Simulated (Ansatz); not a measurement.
**Photoemission of NH2 on graphene in every 14 sites**

Wanted: the XPS lines and the band structure of NH2 on graphene in every 14 sites.

Program: Ansatz 0.2.0. Level of theory: DFT, PBEsol, plane-wave PAW, default files, scalar-relativistic. Results are calculated unless marked as measured.

### 1. The starting structure

The cell holds 2 atoms: 2 C. Cell: a = 2.467 Å, b = 2.467 Å, c = 16.000 Å, α = 90.0°, β = 90.0°, γ = 120.0°. It derives from C. Vacuum lies along c.

### 2. The plain sheet

The plain sheet, as typed and not relaxed, is the reference.

Input file input.yaml:

```yaml
crystal:
  lattice:
    - [2.467, 0.0, 0.0]
    - [-1.2335, 2.1364846711, 0.0]
    - [0.0, 0.0, 16.0]
  atoms:
    - { symbol: C, position: [0.3333333333, 0.6666666667, 0.5] }
    - { symbol: C, position: [0.6666666667, 0.3333333333, 0.5] }
kpoints:
  mp_grid: { grid: [30, 30, 1] }
  band_path:
    path:
      - [0.3333333333333, 0.3333333333333, 0.0]
      - [0.0, 0.0, 0.0]
      - [0.5, 0.0, 0.0]
      - [0.3333333333333, 0.3333333333333, 0.0]
    npoints: 20
scf:
  occupations: { method: fermi_dirac, width: 0.03 }
  n_extra_bands: 8
hamiltonian:
  xc: pbesol
  pseudopotentials: { kind: paw }
output:
  forces: true
  write_potential: true
  volumetric_format: []
  efg: { contact_densities: true }
  dos:
    projected: true
    de: 0.05
    e_range: [-30, 12]
    method: { smearing: { sigma: 0.1, scheme: gaussian } }
  fatbands: true
```

On the command line:

```console
$ ansatz run input.yaml --threads 8 --pin off --max-ram 12288MiB --backend cpu --events-out ev --progress --plain --runs-dir out
```

Numbers of over 12 decimals in the logs are rounded to 6 here.

Log:

```text
scf.n_extra_bands = 8 over 4 filled bands (N_el = 8.0): the run solves 12 bands
Engine: ansatz 0.2.0, aarch64-unknown-linux-gnu
Pseudopotentials: kind: paw
Pseudopotential: C, paw, valence charge 4, recommended cutoff 420 eV (normal), C.paw.azcp
Functional definition: PBEsol
  exchange = pbesol_x
  correlation = pbesol_c
Crystal: 2 atoms, lattice volume = 84.331 Å³
Basis set: ecut = 420 eV, 1583 PW (Γ), exchange–correlation on 36×36×216 points (8 copies of the dense FFT grid, shifted against one another)
Bands: 12, of which v1, the nominal top of the filled ones, is band 4 counted from 1 (3 counted from 0)
Symmetry: 24 space group operations
Space group: P6/mmm (ITA 191), of the structure as read, at distance tolerance 4.4e-5 Å
k-points: 91 of 900
Non-local potential: C, projectors of the file, l = 0: 2, l = 1: 2, l = 2: 1
PAW form: soft (Blöchl's): semilocal exchange-correlation on the pseudo side does not see the compensation charge
PAW frozen core: C, regenerated for the run's functional, and the local potential with it (the file was generated under x = pbe(κ = 0.804, μ = 0.219515), c = pbe(β = 0.066725))
PAW one-centre angular grid: C, 110 points (default); XC on 64 Gauss nodes
Initial density: superposition of atomic densities (neutral atoms: chi_scale 0, normalization atom), corrected by the library's trained network
Initial wavefunctions: pseudopotential atomic-orbital guess
Functional: x = pbesol(κ = 0.804, μ = 0.123457), c = pbesol(β = 0.046)
SCF iter   1: F=—  HF=-493.371363 eV  |F-HF|=—  |Δ(HF+E_count)|=         —  Δρ=2.01e-3  dr2=1.76e-3  ethr=1.77e-3  ⟨swp⟩=6.1  Hψ=6962  notcnv=0  defer=11
preconditioner: auto → LDOS  [metal: Δε(μ)=0.000 eV  Ē_g=18.218 eV  σ=0.030 eV  W_gap=0.00  n_scr=8 (ndim 8)  ℏωp=11.4 eV  f_vac=0.742  D(μ)=0.07/eV (n_scr^D=2)  β→1.0]
SCF iter   2: F=—  HF=-493.372786 eV  |F-HF|=—  |Δ(HF+E_count)|=   1.42e-3  Δρ=2.47e-4  dr2=3.57e-5  ethr=2.19e-5  ⟨swp⟩=3.3  Hψ=3209  notcnv=0  defer=165
SCF iter   3: F=—  HF=-493.372795 eV  |F-HF|=—  |Δ(HF+E_count)|=   9.41e-6  Δρ=2.71e-5  dr2=2.91e-7  ethr=4.46e-7  ⟨swp⟩=2.7  Hψ=1768  notcnv=0  defer=165
iter 4 did not close the SCF: its close was put off for the readings that it lacked (scf_convergence_deferred on its scf_iter line)
SCF iter   4: F=-493.372796 eV  HF=-493.372796 eV  |F-HF|=4.94e-9  |Δ(HF+E_count)|=   9.58e-7  Δρ=6.46e-6  dr2=3.98e-8  ethr=3.63e-9  ⟨swp⟩=2.0  Hψ=1836  notcnv=0  defer=165
iter 5 did not close the SCF: its close was put off for the readings that it lacked (scf_convergence_deferred on its scf_iter line)
SCF iter   5: F=-493.372796 eV  HF=-493.372796 eV  |F-HF|=1.30e-8  |Δ(HF+E_count)|=   2.42e-9  Δρ=6.45e-7  dr2=1.61e-10  ethr=4.98e-10  ⟨swp⟩=2.3  Hψ=1675  notcnv=0  defer=165
SCF iter   6: F=-493.372796 eV  HF=-493.372796 eV  |F-HF|=1.78e-11  |Δ(HF+E_count)|=   1.30e-8  Δρ=1.01e-7  dr2=3.01e-12  ethr=2.02e-12  ⟨swp⟩=11.4  Hψ=7488  notcnv=0
SCF 1 converged in 6 iterations: F = -493.372796 eV  dr2 = 3.01e-12
  greatest PAW one-centre occupation: 0.670 electrons in one spin orbital (limit 2), on the C atom at site 1 (counted from 0), in its partial waves of l = 0
NSCF: frozen V_eff on 61 k-points
WARN: The output density's exchange-correlation potential varies sharply where the density is thin. Do not read a vacuum level from v_tot or v_xc, or from such a field of the output density. On a cell that repeats whose density bears no net charge and no dipole along the vacuum's axis use v_es (v_loc + v_h of the components); under efield.dipole_correction with no amplitude use v_es + v_field, which holds any externa [...]
SCF converged after 6 iterations
Free energy (F): -493.372796 eV
Harris-Foulkes:  -493.372796 eV  (|F-HF|=1.78e-11)
Internal energy: -493.372611 eV  (E = F + TS)
E sigma→0 (E₀):  -493.372704 eV
Entropy (-TS):   -0.000185 eV (-0.092 meV/atom)
Fermi energy:    -1.970598 eV
--- Per-component energies (eV) ---
  E_band       = -88.754810
  E_kinetic    = 181.054129
  E_local      = -2548.469142  (includes V_loc(G=0)·N_el)
  E_nonlocal   = 54.684162
  E_hartree    = 1177.913570
  E_xc         = -94.979349
  E_vxc        = -118.015112  (∫ρ·V_xc dr)
  E_paw        = -190.906477  (= ΣΔE_a)
  E_vpaw       = -13.835979  (= ΣTr[D̂ρ^β])
  E_aug_tail   = 0.000016  (compensation charges beyond the density's cutoff)
  E_ewald      = 927.288279
  E_core_change = 0.042201  (= ΣΔE_core)
  E_smearing   = -0.000185  (= −TS)
  E_closure    = -0.000000  (closes the sum)
  Σ components = -493.372796   (vs F -493.372796, Δ=0.00e0)
--- Forces (eV/Å), atoms counted from 1 ---
  atom   1  C      0.00000000    -0.00000000     0.00000000
  atom   2  C     -0.00000000     0.00000000     0.00000000
  max |Σ_I F_I| component: 3.70e-17 eV/Å
--- PAW observables at the nuclei: V_zz in 10²¹ V/m², potentials from the cell's mean, atoms counted from 1 ---
  atom   1  C  V_zz =    +2.359576   η = 0.0000   by run symmetry: allowed
            electrostatic potential = -403.492800 V   contact ρ = 859.888922 e/Å³
  atom   2  C  V_zz =    +2.359576   η = 0.0000   by run symmetry: allowed
            electrostatic potential = -403.492800 V   contact ρ = 859.888922 e/Å³
--- Band table (eV; the first three rows and the last of 91) ---
  k-point 0: bands = [-21.4440, -9.6123, -4.9791, -4.9791, 1.4281, 2.2993, 2.7188, 4.3450, ... 4 higher]
  k-point 1: bands = [-21.4178, -9.5808, -5.0880, -5.0373, 1.4636, 2.3353, 2.7551, 4.3807, ... 4 higher]
  k-point 2: bands = [-21.3391, -9.4865, -5.4038, -5.2033, 1.5703, 2.4433, 2.8640, 4.4881, ... 4 higher]
  k-point 90: bands = [-14.5057, -14.5057, -12.5707, -1.9706, -1.9706, 8.5329, 10.9483, 10.9483, ... 4 higher]
```

Run time: 2.2 s. Hardware: 8 threads of Arm Neoverse N1, shared host; peak memory 0.48 GiB; 14 s of CPU time.

The column dr2 measures how far the density is from self-consistency, as an energy; F and HF (Harris–Foulkes) agree once it is small.

Numbers from this step:

```yaml
free_energy: -493.3728 eV
energy_at_zero_smearing: -493.3727 eV
fermi_energy: -1.971 eV
symmetry_operations: 24
zero_of_energy: Fermi level
share_of_occupied_states_in_no_projected_shell: 0.006 of the occupied states in the window
dos_at_the_fermi_level: 0.0423 states/eV/cell
work_function_upper_face: 4.336 eV
work_function_lower_face: 4.336 eV
```

Electronic bands along the path, in eV, zero at the Fermi level; # counts the bands kept:

```csv
point,#1,#2,#3,#4,#5,#6
K,-12.54,-10.60,0.00,0.00,10.50,12.92
halfway,-7.73,-6.41,-5.35,6.06,6.37,6.95
Γ,-7.64,-3.01,-3.01,3.40,4.27,4.69
halfway,-7.40,-5.91,-5.03,5.40,6.27,6.73
M,-13.24,-6.41,-2.36,1.66,7.33,11.23
halfway,-12.83,-8.23,-1.76,1.44,9.87,11.61
K,-12.54,-10.60,0.00,0.00,10.50,12.92
```

The electronic bands as a text plot (rows in eV, shown from -8.0 to 4.7 only):

```
    4.4 |        *       *   ********  **      *
    3.9 |                 ****      ***         *
    3.4 |       *             ******             *
    2.8 |     **                                  *
    2.3 |    *                                     *
    1.8 |   *                                       ******
    1.3 |  *                                              ****
    0.7 | *                                                   **
    0.2 |*                                                      *
   -0.3 | *                                                     *
   -0.9 |  *                                                  **
   -1.4 |   *                                              ***
   -1.9 |    *                                          ***
   -2.4 |                                           ****
   -3.0 |     **              *****               **
   -3.5 |       *          ****   ****           *
   -4.0 |        *        ***       * **        *
   -4.6 |         *      **          *  **   ***
   -5.1 |          **   **            *   ***
   -5.6 |            ****              *   ****
   -6.1 |           ****                ***    ******
   -6.7 |          *   ***             ***           ***
   -7.2 |         *  **   ****      ***   *             **
   -7.7 |        *  *         ******                      *
         K                      Γ                    M          K
```

From the Fermi level. Table of planar mean, electrostatic potential by z:

```csv
z (Å),"planar mean, electrostatic potential (eV)"
0,4.34
1,4.34
2,4.34
3,4.34
4,4.34
5,4.33
6,4.26
7,1.90
8,-28.3
9,1.90
10,4.26
11,4.33
12,4.34
13,4.34
14,4.34
15,4.34
```

Recipe: projected DOS times atomic cross section and asymmetry factor (unpolarised light, 54.7° from the beam), occupied states only, Fermi edge at 300 K, a Lorentzian width of 0.2 eV growing by 0.03 eV per eV of binding energy, and a resolution of 0.3 eV. Each atom is damped by exp[−depth/(λ cos θ)], θ = 30° from the normal, λ from the universal curve. Curves are cut 10 eV under the photon energy, above any shell that the free atom's threshold puts out of reach, or at the lower edge of the window: 11.2 eV at 21.2 eV, 21.2 eV at 150 eV, 21.2 eV at 900 eV, 21.2 eV at 1486.7 eV and 21.2 eV at 5414.7 eV. Matrix elements of the solid and inelastic losses aren't modelled, nor non-dipole terms, which matter above 3 keV.

Share of each shell in the spectrum's area (%), by photon energy:

```csv
shell,21.2 eV,150 eV,900 eV,1486.7 eV,5414.7 eV
C 2s,1.5,51.3,85.3,90.5,97.2
C 2p,98.5,48.7,14.7,9.5,2.8
```

Cross sections used, in Mb an electron:

```csv
shell,21.2 eV,150 eV,900 eV,1486.7 eV,5414.7 eV
C 2s,0.58,0.084,0.0012,3.1e-4,6.8e-6
C 2p,2.7,0.024,6.3e-5,9.8e-6,5.9e-8
```

The DOS is smeared over a finite mesh, so a small value at the Fermi level depends on both. At the Fermi level the DOS is 0.04 states/eV a cell, a small value.

(Part 1 of 5 ends here.)

[Logs are printed without paths, hosts, clocks, repeated set-up lines and the standing remarks that a program may print on its own settings, such as how far it seeks lower states.]

[Hosts, paths, dates, database ids (printed as entryN), source tags and the programs' standing remarks are cut or masked in the printed files.]

[Maps of the electrostatic potential energy from Ansatz leave out the sawtooth potential of an applied field or a dipole correction, so their vacuum need not be flat; work functions include it.]
